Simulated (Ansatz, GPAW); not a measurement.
# Work function of a 7-layer slab of Pb(111) at several levels, part 2 of 3

How far do functional and basis move the work function of a 7-layer slab of Pb(111)?

GPAW 26.7.0 and Ansatz 0.2.0; Ansatz plane waves; slab in vacuum with a dipole correction, relaxation (the session's first sound run).

So far, upper work function (eV): step 2 (relaxation) 3.71.

**3. The slab's potential**

The work function is the vacuum plateau of the electrostatic potential less the Fermi level; a dipole layer lets the two faces have plateaus of their own.

This step: GPAW, PAW setups; slab in vacuum (GPAW 26.7.0).

File run.py:

```python
import json
import numpy as np
from ase import Atoms
from gpaw import GPAW, PW

slab = Atoms(
    ['Pb', 'Pb', 'Pb', 'Pb', 'Pb', 'Pb', 'Pb'],
    positions=[
        [0.00000, 0.00000, 9.00000],
        [1.75009, 1.01041, 11.85788],
        [3.50018, 2.02083, 14.71577],
        [0.00000, -0.00000, 17.66273],
        [1.75009, 1.01041, 20.59567],
        [3.50018, 2.02083, 23.54168],
        [-0.00000, -0.00000, 26.33301]],
    cell=[[3.50018, 0.0, 0.0], [1.75009, 3.03124, 0.0], [0.0, 0.0, 35.1473]],
    pbc=[True, True, False])

slab.calc = GPAW(mode=PW(400), xc='PBE', kpts={'size': (10, 10, 1), 'gamma': True},
                 occupations={'name': 'fermi-dirac', 'width': 0.1}, nbands='200%',
                 convergence={'density': 1e-05}, maxiter=200,
                 poissonsolver={'dipolelayer': 'xy'},
                 symmetry={'tolerance': 1e-3}, txt='slab.txt')
result = {}
energy = slab.get_potential_energy()
fermi = slab.calc.get_fermi_level()
v = slab.calc.get_electrostatic_potential().mean((0, 1)) - fermi
n = slab.calc.get_pseudo_density().mean((0, 1))
L = slab.cell[2, 2]
z = np.arange(len(v)) * L / len(v)
low, high = slab.positions[:, 2].min(), slab.positions[:, 2].max()
below, above = np.interp([low - 6.8, high + 6.8], z, v)
slopes = [np.interp(x, z, np.gradient(v, z)) for x in (low - 6.8, high + 6.8)]
eps = np.array([[slab.calc.get_eigenvalues(k, s) for k in range(len(slab.calc.get_ibz_k_points()))]
                for s in range(slab.calc.get_number_of_spins())]) - fermi
top, bottom = eps[eps < 0].max(), eps[eps > 0].min()
dipole = slab.get_dipole_moment()[2]
print(f'energy {energy:.4f} eV, Fermi level {fermi:.4f} eV, dipole {dipole:.5f} e A')
print(f'potential 6.8 A off the faces, from the Fermi level: lower {below:.4f} eV, upper {above:.4f} eV')
print(f'slope of the potential there: lower {slopes[0]:.5f}, upper {slopes[1]:.5f} eV/A')
print(f'nearest levels on the mesh: {top:.4f} and {bottom:.4f} eV')
print('magnetic moment', round(slab.get_magnetic_moment(), 3))
result.update(energy=energy, fermi=fermi, dipole=dipole, below=below, above=above, slopes=slopes, edges=[top, bottom],
              z=z.tolist(), v=v.tolist(), n=n.tolist(), positions=slab.positions.tolist(),
              forces=slab.get_forces(apply_constraint=False).tolist(), moments=slab.get_magnetic_moments().tolist())
json.dump(result, open('result.json', 'w'))
```

Launch:

```console
$ OMP_NUM_THREADS=1 OPENBLAS_NUM_THREADS=1 python run.py
```

Output:

```text
energy -25.6963 eV, Fermi level 2.7464 eV, dipole -0.00122 e A
potential 6.8 A off the faces, from the Fermi level: lower 3.7037 eV, upper 3.7332 eV
slope of the potential there: lower -0.00019, upper -0.00006 eV/A
nearest levels on the mesh: -0.0213 and 0.0042 eV
magnetic moment 0.0
```

Run time: 11 min. Hardware: 1 thread of Intel Xeon Platinum 8259CL at 2.50GHz (Skylake/Cascade Lake), shared host; peak memory 0.4 GiB.

Numbers from this step:

| Quantity | Value |
| --- | --- |
| dipole along the normal | -0.001215 e·Å |
| levels nearest the Fermi level on the mesh | -0.02132, 0.004221 eV from the Fermi level |
| upper work function | 3.733 eV |
| lower work function | 3.704 eV |

The electrostatic potential energy of an electron (without an applied field's), less the Fermi level, planar mean oscillates, so the rows of the table below give means over windows of 2.93 Å about each position, cut where the curve ends. Its maxima inside the range that stand out by 2 % of the span (Å: eV): 10.5: 1.21, 13.3: 1.14, 16.2: 1.45, 19.1: 1.40, 22.1: 1.46, 24.9: 0.964. Its minima: 9.0: -21.8, 11.8: -21.8, 14.7: -21.9, 17.7: -21.9, 20.6: -21.9, 23.5: -21.9, 26.4: -21.8.

The electrostatic potential energy of an electron (without an applied field's), less the Fermi level, planar mean by z; means over each step:

z (Å), electrostatic potential energy of an electron (without an applied field's), less the Fermi level, planar mean (eV) and a bar from the least value:
```
     1.47        3.7 ##############################
     4.40        3.7 ##############################
     7.33       -0.2 ####################
    10.26       -7.9 ##
    13.19       -8.0 #
    16.12       -7.2 ###
    19.05       -7.3 ###
    21.98       -7.2 ###
    24.91       -8.5 
    27.84       -1.6 #################
    30.77        3.7 ##############################
    33.70        3.7 ##############################
```

The pseudo valence density, planar mean oscillates, so the rows of the table below give means over windows of 2.93 Å about each position, cut where the curve ends. Its maxima inside the range that stand out by 2 % of the span (Å: e/Å³): 9.0: 1.20, 11.9: 1.18, 14.6: 1.17, 17.6: 1.16, 20.5: 1.16, 23.6: 1.15, 26.4: 1.20. Its minima: 10.5: 0.107, 13.4: 0.108, 16.1: 0.0965, 19.0: 0.0988, 22.0: 0.0968, 24.9: 0.116.

The pseudo valence density, planar mean by z; means over each step:

```csv
z (Å),"pseudo valence density, planar mean (e/Å³)"
4.40,1.2e-4
7.33,0.147
10.26,0.476
13.19,0.478
16.12,0.444
19.05,0.449
21.98,0.444
24.91,0.504
27.84,0.211
30.77,1.7e-4
33.70,0
```

Force by atom:

```csv
atom,x (eV/Å),y (eV/Å),z (eV/Å),size
Pb1,0.000,0.000,0.098,0.098
Pb2,0.000,0.000,-0.187,0.187
Pb3,0.000,0.000,0.098,0.098
Pb4,0.000,0.000,0.000,0.000
Pb5,0.000,0.000,-0.002,0.002
Pb6,0.000,0.000,0.009,0.009
Pb7,0.000,0.000,-0.018,0.018
```

The potential is flat to 1.9e-4 eV/Å where it is read, so the vacuum is wide enough. The geometry is the other program's minimum; here the largest force on a free atom is 0.018 eV/Å.

**4. OptPBE vdW: xc = "optPBE-vdW"**

The same geometry under optPBE-vdW, to see how far the functional moves the levels against the vacuum (the van der Waals functionals take revPBE setups).

run.py: that of step 3 with these lines changed.

```diff
@@ -18,3 +18,3 @@
 
-slab.calc = GPAW(mode=PW(400), xc='PBE', kpts={'size': (10, 10, 1), 'gamma': True},
+slab.calc = GPAW(mode=PW(400), xc='optPBE-vdW', kpts={'size': (10, 10, 1), 'gamma': True},
                  occupations={'name': 'fermi-dirac', 'width': 0.1}, nbands='200%',
```

Output:

```text
energy -133.2571 eV, Fermi level 2.6691 eV, dipole -0.00130 e A
potential 6.8 A off the faces, from the Fermi level: lower 3.9223 eV, upper 3.9530 eV
slope of the potential there: lower -0.00022, upper -0.00004 eV/A
nearest levels on the mesh: -0.0144 and 0.0020 eV
magnetic moment 0.0
```

Elapsed: 12 min, on 1 thread; peak memory 0.67 GiB.

This step gave:

```
dipole along the normal                    : -0.001295 e·Å
levels nearest the Fermi level on the mesh : -0.01435, 0.001955 eV from the Fermi level
upper work function                        : 3.953 eV
lower work function                        : 3.922 eV
```

The electrostatic potential energy of an electron (without an applied field's), less the Fermi level, planar mean oscillates, so the rows of the table below give means over windows of 2.93 Å about each position, cut where the curve ends. Its maxima inside the range that stand out by 2 % of the span (Å: eV): 10.5: 1.15, 13.3: 1.08, 16.2: 1.39, 19.1: 1.34, 22.1: 1.40, 24.9: 0.899. Its minima: 9.0: -21.8, 11.8: -21.8, 14.7: -21.8, 17.7: -21.9, 20.6: -21.9, 23.5: -21.9, 26.4: -21.8.

Electrostatic potential energy of an electron (without an applied field's), less the Fermi level, planar mean against z; means over each step:

z (Å), electrostatic potential energy of an electron (without an applied field's), less the Fermi level, planar mean (eV) and a bar from the least value:
```
     1.47        3.9 ##############################
     4.40        3.9 ##############################
     7.33        0.0 ####################
    10.26       -7.9 #
    13.19       -8.0 #
    16.12       -7.2 ###
    19.05       -7.4 ###
    21.98       -7.2 ###
    24.91       -8.5 
    27.84       -1.5 #################
    30.77        3.9 ##############################
    33.70        4.0 ##############################
```

The pseudo valence density, planar mean oscillates, so the rows of the table below give means over windows of 2.93 Å about each position, cut where the curve ends. Its maxima inside the range that stand out by 2 % of the span (Å: e/Å³): 9.0: 1.20, 11.9: 1.18, 14.6: 1.18, 17.6: 1.16, 20.5: 1.16, 23.6: 1.15, 26.4: 1.20. Its minima: 10.5: 0.107, 13.4: 0.107, 16.1: 0.0957, 19.0: 0.0980, 22.0: 0.0961, 24.9: 0.115.

Table of pseudo valence density, planar mean by z; means over each step:

```csv
z (Å),"pseudo valence density, planar mean (e/Å³)"
1.47,0
4.40,1.6e-4
7.33,0.147
10.26,0.476
13.19,0.478
16.12,0.444
19.05,0.449
21.98,0.444
24.91,0.504
27.84,0.211
30.77,2.2e-4
33.70,0
```

Force by atom:

```csv
atom,x (eV/Å),y (eV/Å),z (eV/Å),size
Pb1,0.000,0.000,0.007,0.007
Pb2,0.000,0.000,-0.174,0.174
Pb3,0.000,0.000,0.113,0.113
Pb4,0.000,0.000,0.002,0.002
Pb5,0.000,0.000,0.004,0.004
Pb6,0.000,0.000,-0.017,0.017
Pb7,0.000,0.000,0.079,0.079
```

The upper face's work function is 3.953 eV, against 3.733 eV in the first plane-wave PBE run at this geometry.

**5. Self-consistent run: xc = "LDA"**

The same geometry under LDA, to see how far the functional moves the levels against the vacuum.

run.py: that of step 4 with these lines changed.

```diff
@@ -18,3 +18,3 @@
 
-slab.calc = GPAW(mode=PW(400), xc='optPBE-vdW', kpts={'size': (10, 10, 1), 'gamma': True},
+slab.calc = GPAW(mode=PW(400), xc='LDA', kpts={'size': (10, 10, 1), 'gamma': True},
                  occupations={'name': 'fermi-dirac', 'width': 0.1}, nbands='200%',
```

Output:

```text
energy -30.3111 eV, Fermi level 2.3948 eV, dipole -0.00125 e A
potential 6.8 A off the faces, from the Fermi level: lower 4.0241 eV, upper 4.0540 eV
slope of the potential there: lower -0.00019, upper -0.00007 eV/A
nearest levels on the mesh: -0.0039 and 0.0177 eV
magnetic moment 0.0
```

It took 12 min on 1 thread; peak memory 0.4 GiB.

Numbers from this step:

```yaml
dipole_along_the_normal: -0.001246 e·Å
levels_nearest_the_fermi_level_on_the_mesh: -0.003859, 0.01766 eV from the Fermi level
upper_work_function: 4.054 eV
lower_work_function: 4.024 eV
```

The upper face's work function is 4.054 eV, against 3.733 eV in the first plane-wave PBE run at this geometry.

**6. Self-consistent run: xc = "revPBE"**

The same geometry under revPBE, to see how far the functional moves the levels against the vacuum.

run.py: that of step 5 with these lines changed.

```diff
@@ -18,3 +18,3 @@
 
-slab.calc = GPAW(mode=PW(400), xc='LDA', kpts={'size': (10, 10, 1), 'gamma': True},
+slab.calc = GPAW(mode=PW(400), xc='revPBE', kpts={'size': (10, 10, 1), 'gamma': True},
                  occupations={'name': 'fermi-dirac', 'width': 0.1}, nbands='200%',
```

Output:

```text
energy -23.5116 eV, Fermi level 2.8579 eV, dipole -0.00118 e A
potential 6.8 A off the faces, from the Fermi level: lower 3.5668 eV, upper 3.5957 eV
slope of the potential there: lower -0.00019, upper -0.00005 eV/A
nearest levels on the mesh: -0.0239 and 0.0016 eV
magnetic moment 0.0
```

It took 14 min on 1 thread; peak memory 0.4 GiB.

Numbers from this step:

```yaml
dipole_along_the_normal: -0.001179 e·Å
levels_nearest_the_fermi_level_on_the_mesh: -0.02386, 0.001648 eV from the Fermi level
upper_work_function: 3.596 eV
lower_work_function: 3.567 eV
```

The upper face's work function is 3.596 eV, against 3.733 eV in the first plane-wave PBE run at this geometry.

**7. Self-consistent run: xc = "vdW-DF2"**

The same geometry under vdW-DF2, to see how far the functional moves the levels against the vacuum (the van der Waals functionals take revPBE setups).

run.py: that of step 6 with these lines changed.

```diff
@@ -18,3 +18,3 @@
 
-slab.calc = GPAW(mode=PW(400), xc='revPBE', kpts={'size': (10, 10, 1), 'gamma': True},
+slab.calc = GPAW(mode=PW(400), xc='vdW-DF2', kpts={'size': (10, 10, 1), 'gamma': True},
                  occupations={'name': 'fermi-dirac', 'width': 0.1}, nbands='200%',
```

Output:

```text
energy -1198.1325 eV, Fermi level 2.6835 eV, dipole -0.00064 e A
potential 6.8 A off the faces, from the Fermi level: lower 4.1336 eV, upper 4.1531 eV
slope of the potential there: lower -0.00084, upper 0.00050 eV/A
nearest levels on the mesh: -0.0117 and 0.0033 eV
magnetic moment 0.0
```

Elapsed: 20 min, on 1 thread; peak memory 0.67 GiB.

This step gave:

```
dipole along the normal                    : -6.42e-4 e·Å
levels nearest the Fermi level on the mesh : -0.01165, 0.003347 eV from the Fermi level
upper work function                        : 4.153 eV
lower work function                        : 4.134 eV
```

The electrostatic potential energy of an electron (without an applied field's), less the Fermi level, planar mean oscillates, so the rows of the table below give means over windows of 2.93 Å about each position, cut where the curve ends. Its maxima inside the range that stand out by 2 % of the span (Å: eV): 10.5: 0.925, 13.3: 0.862, 16.2: 1.17, 19.1: 1.13, 22.1: 1.19, 24.9: 0.667. Its minima: 9.0: -22.0, 11.8: -22.0, 14.7: -22.0, 17.7: -22.0, 20.6: -22.1, 23.5: -22.0, 26.4: -21.9.

Electrostatic potential energy of an electron (without an applied field's), less the Fermi level, planar mean against z; means over each step:

```csv
z (Å),"electrostatic potential energy of an electron (without an applied field's), less the Fermi level, planar mean (eV)"
1.47,4.13
4.40,4.12
7.33,0.0396
10.26,-8.09
13.19,-8.18
16.12,-7.43
19.05,-7.55
21.98,-7.42
24.91,-8.72
27.84,-1.40
30.77,4.14
33.70,4.15
```

The upper face's work function is 4.153 eV, against 3.733 eV in the first plane-wave PBE run at this geometry.

**8. Self-consistent run: xc = "RPBE"**

The same geometry under RPBE, to see how far the functional moves the levels against the vacuum.

run.py: that of step 7 with these lines changed.

```diff
@@ -18,3 +18,3 @@
 
-slab.calc = GPAW(mode=PW(400), xc='vdW-DF2', kpts={'size': (10, 10, 1), 'gamma': True},
+slab.calc = GPAW(mode=PW(400), xc='RPBE', kpts={'size': (10, 10, 1), 'gamma': True},
                  occupations={'name': 'fermi-dirac', 'width': 0.1}, nbands='200%',
```

Output:

```text
energy -23.0464 eV, Fermi level 2.8851 eV, dipole -0.00122 e A
potential 6.8 A off the faces, from the Fermi level: lower 3.5529 eV, upper 3.5824 eV
slope of the potential there: lower -0.00020, upper -0.00005 eV/A
nearest levels on the mesh: -0.0242 and 0.0013 eV
magnetic moment 0.0
```

Elapsed: 12 min, on 1 thread; peak memory 0.4 GiB.

This step gave:

```yaml
dipole_along_the_normal: -0.001215 e·Å
levels_nearest_the_fermi_level_on_the_mesh: -0.02421, 0.001305 eV from the Fermi level
upper_work_function: 3.582 eV
lower_work_function: 3.553 eV
```

The electrostatic potential energy of an electron (without an applied field's), less the Fermi level, planar mean oscillates, so the rows of the table below give means over windows of 2.93 Å about each position, cut where the curve ends. Its maxima inside the range that stand out by 2 % of the span (Å: eV): 10.5: 1.08, 13.3: 1.01, 16.2: 1.31, 19.1: 1.27, 22.1: 1.32, 24.9: 0.834. Its minima: 9.0: -21.9, 11.8: -21.9, 14.7: -22.0, 17.7: -22.0, 20.6: -22.0, 23.5: -22.0, 26.4: -21.9.

Electrostatic potential energy of an electron (without an applied field's), less the Fermi level, planar mean against z; means over each step:

```csv
z (Å),"electrostatic potential energy of an electron (without an applied field's), less the Fermi level, planar mean (eV)"
1.47,3.55
4.40,3.55
7.33,-0.298
10.26,-8.01
13.19,-8.09
16.12,-7.35
19.05,-7.47
21.98,-7.35
24.91,-8.62
27.84,-1.70
30.77,3.58
33.70,3.58
```

The upper face's work function is 3.582 eV, against 3.733 eV in the first plane-wave PBE run at this geometry.

**9. Real-space grid: mode = "fd"**

A real-space grid is a second complete basis, so it checks the plane-wave result.

run.py: that of step 8 with these lines changed.

```diff
@@ -3,3 +3,3 @@
 from ase import Atoms
-from gpaw import GPAW, PW
+from gpaw import GPAW
 
@@ -18,3 +18,3 @@
 
-slab.calc = GPAW(mode=PW(400), xc='RPBE', kpts={'size': (10, 10, 1), 'gamma': True},
+slab.calc = GPAW(mode='fd', h=0.18, xc='PBE', kpts={'size': (10, 10, 1), 'gamma': True},
                  occupations={'name': 'fermi-dirac', 'width': 0.1}, nbands='200%',
```

Output:

```text
energy -26.6516 eV, Fermi level -3.7179 eV, dipole -0.00131 e A
potential 6.8 A off the faces, from the Fermi level: lower 3.7023 eV, upper 3.7335 eV
slope of the potential there: lower -0.00001, upper 0.00001 eV/A
nearest levels on the mesh: -0.0221 and 0.0038 eV
magnetic moment 0.0
```

Elapsed: 41 min, on 1 thread; peak memory 1.7 GiB.

This step gave:

* dipole along the normal: -0.001308 e·Å
* levels nearest the Fermi level on the mesh: -0.02206, 0.003841 eV from the Fermi level
* upper work function: 3.733 eV
* lower work function: 3.702 eV

The upper face's work function is 3.733 eV, against 3.733 eV in the first plane-wave PBE run at this geometry.

**10. Atomic orbitals: mode = "lcao"**

Atom-centred orbitals end a few angstrom from the surface, which tests how much the density's tail matters.

run.py: that of step 9 with these lines changed.

```diff
@@ -18,4 +18,4 @@
 
-slab.calc = GPAW(mode='fd', h=0.18, xc='PBE', kpts={'size': (10, 10, 1), 'gamma': True},
-                 occupations={'name': 'fermi-dirac', 'width': 0.1}, nbands='200%',
+slab.calc = GPAW(mode='lcao', basis='dzp', h=0.18, xc='PBE', kpts={'size': (10, 10, 1), 'gamma': True},
+                 occupations={'name': 'fermi-dirac', 'width': 0.1}, nbands='120%',
                  convergence={'density': 1e-05}, maxiter=200,
```

Output:

```text
energy -23.1689 eV, Fermi level -3.6056 eV, dipole -0.00147 e A
potential 6.8 A off the faces, from the Fermi level: lower 3.5887 eV, upper 3.6224 eV
slope of the potential there: lower 0.00000, upper 0.00000 eV/A
nearest levels on the mesh: -0.0180 and 0.0042 eV
magnetic moment 0.0
```

It took 13 min on 1 thread; peak memory 0.41 GiB.

This step gave:

* dipole along the normal: -0.001465 e·Å
* levels nearest the Fermi level on the mesh: -0.01803, 0.004246 eV from the Fermi level
* upper work function: 3.622 eV
* lower work function: 3.589 eV

The electrostatic potential energy of an electron (without an applied field's), less the Fermi level, planar mean oscillates, so the rows of the table below give means over windows of 2.96 Å about each position, cut where the curve ends. Its maxima inside the range that stand out by 2 % of the span (Å: eV): 10.4: 1.15, 13.3: 1.09, 16.1: 1.39, 19.1: 1.36, 22.1: 1.41, 25.0: 0.837. Its minima: 9.1: -21.7, 11.8: -21.9, 14.8: -21.6, 17.7: -22.0, 20.6: -22.0, 23.6: -21.9, 26.4: -21.9.

Electrostatic potential energy of an electron (without an applied field's), less the Fermi level, planar mean against z; means over each step:

z (Å), electrostatic potential energy of an electron (without an applied field's), less the Fermi level, planar mean (eV) and a bar from the least value:
```
     1.48        3.6 ##############################
     4.44        3.6 ##############################
     7.40       -0.9 ###################
    10.36       -8.1 #
    13.32       -8.2 #
    16.28       -7.4 ###
    19.24       -7.5 ##
    22.20       -7.4 ###
    25.16       -8.5 
    28.12        0.6 ######################
    31.08        3.6 ##############################
    34.04        3.6 ##############################
```

The upper face's work function is 3.622 eV, against 3.733 eV in the first plane-wave PBE run at this geometry.

**11. The ladder**

Times are for 1 thread of Intel Xeon Platinum 8259CL at 2.50GHz (Skylake/Cascade Lake), shared host. Results by setting:

```csv
no.,run,upper work function (eV),lower work function (eV),time,memory (GiB)
1,pw,3.733,3.704,11 min,0.4
2,optPBE vdW,3.953,3.922,12 min,0.67
3,LDA,4.054,4.024,12 min,0.4
4,revPBE,3.596,3.567,14 min,0.4
5,vdW DF2,4.153,4.134,20 min,0.67
6,RPBE,3.582,3.553,12 min,0.4
7,fd,3.733,3.702,41 min,1.7
8,lcao,3.622,3.589,13 min,0.41
```

(Continued in part 3 of 3.)

[Logs are printed without paths, hosts, clocks, repeated set-up lines and the standing remarks that a program may print on its own settings, such as how far it seeks lower states.]

[Hosts, paths, dates, database ids (printed as entryN), source tags and the programs' standing remarks are cut or masked in the printed files.]
